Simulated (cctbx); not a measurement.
## Solving a structure by charge flipping

Cell a = 5.2780 Å, b = 5.2780 Å, c = 5.2780 Å, α = 90.00°, β = 90.00°, γ = 90.00°; space group Pm-3n (no. 223); content W6 Cr2.

Simulated single-crystal data (cctbx): Cu Kα, λ = 1.54184 Å, to d = 0.8 Å, 80 % of the full sphere, strongest reflection 20000 counts, noise from counting, a 3 % proportional error and a noise floor of 15 counts (s.d.); no absorption.

Charge flipping in P1 on normalised amplitudes to 0.9 Å, δ = 1 σ, 30 % of the reflections treated as weak, 600 cycles:

```text
cycle      R  skewness
    0  0.537     0.11
   50  0.253     2.68
  100  0.272     2.73
  150  0.279     2.81
  200  0.265     2.74
  250  0.263     2.82
  300  0.249     2.81
  350  0.256     2.88
  400  0.273     2.64
  450  0.280     2.84
  500  0.273     2.75
  550  0.268     2.80
origin shift          correlation  skewness
 0.447  0.960  0.734      0.902      5.65
-0.022  0.626  1.519      0.863      0.68
 0.009  0.940  0.057      0.900      0.76
 0.330  0.781  0.498      0.879      0.56
taken: symmetry correlation 0.902, skewness 5.65
peak      x       y       z  mult  height/sigma
Q1    0.0000  0.2500  0.5000    6     11.5
Q2    0.0000  0.0000  0.0000    2      3.0
Q3    0.0000  0.3319  0.2823   24      0.9
Q4    0.1422  0.1422  0.1422   16      0.7
Q5    0.0000  0.5000  0.0000    6      0.5
Q6    0.0000  0.0922  0.3220   24      0.3
Q7    0.2500  0.2500  0.2500    8      0.2
```

The origin is taken among those within 0.04 of the best correlation, by the skewness of the map.

Run time: 1.1 s on 1 thread of Arm Neoverse V2 (shared host), peak memory 0.07 GiB.

Q: Assign the peaks.

Heights go roughly as Z and multiplicities must add up to the content. First model: Q1 = W1 (6 in the cell, height 11.5) and Q2 = Cr1 (2 in the cell, height 3.0). Against the true structure, Q1 is W and Q2 is Cr; the other peaks are not atoms.

Least squares on F², isotropic:

```text
Rint 0.027, 36 unique reflections to 0.81 A
cycle     R1     wR2    GooF  max shift (A)
   1  0.0981  0.2207  23.876   0.00000
   2  0.0038  0.0094   1.017   0.00000
final R1 0.0038 wR2 0.0094 GooF 1.017  parameters 2  data/parameter 18.0
atom        x        y        z      Ueq    occ   su(xyz)  su(Uiso or U11)
W1     0.00000  0.25000  0.50000   0.0058  1.000  0.00000  0.0001
Cr1    0.00000  0.00000  0.00000   0.0102  1.000  0.00000  0.0002
difference map: max 0.32 min -0.18 rms 0.08
Q1    0.0000  0.3140  0.2826   24    0.33  1.20 A from W1
Q2    0.0000  0.0832  0.1843   24    0.11  1.07 A from Cr1
Q3    0.0000  0.5000  0.1303   12    0.09  1.49 A from W1
Q4    0.2068  0.2068  0.2068   16    0.04  1.89 A from Cr1
```

Anisotropic refinement:

```text
Rint 0.027, 36 unique reflections to 0.81 A
cycle     R1     wR2    GooF  max shift (A)
   1  0.0038  0.0094   1.035   0.00000
final R1 0.0038 wR2 0.0094 GooF 1.030  parameters 3  data/parameter 12.0
atom        x        y        z      Ueq    occ   su(xyz)  su(Uiso or U11)
W1     0.00000  0.25000  0.50000   0.0059  1.000  0.00000  0.0001
Cr1    0.00000  0.00000  0.00000   0.0102  1.000  0.00000  0.0002
difference map: max 0.59 min -0.58 rms 0.15
Q1    0.0000  0.5000  0.1259   12    0.59  1.48 A from W1
Q2    0.0000  0.2030  0.3714   24    0.34  0.72 A from W1
Q3    0.1551  0.3449  0.2500   24    0.27  1.63 A from W1
Q4    0.0000  0.1957  0.1075   24    0.16  1.18 A from Cr1
Q5    0.0000  0.0000  0.2560   12    0.10  1.35 A from Cr1
```

**Reading.** The refinement ends at R1 = 0.0038, wR2 = 0.0094, GooF = 1.03, with difference density between -0.58 and 0.59 e/Å³. Every site matches the true model in element, within 0.001 Å r.m.s., up to an allowed shift of origin.

True model:

| atom | mult. | x | y | z | Ueq (Å²) |
| --- | --- | --- | --- | --- | --- |
| W1 | 6 | 0 | 1/2 | 1/4 | 0.0059 |
| Cr1 | 2 | 1/2 | 1/2 | 1/2 | 0.0103 |

This is a model crystal, built by substitution and not relaxed, with assumed displacement parameters.

[Middle refinement cycles are left out of these outputs.]

[Logs are printed without paths, hosts, clocks, repeated set-up lines and the standing remarks that a program may print on its own settings, such as how far it seeks lower states.]
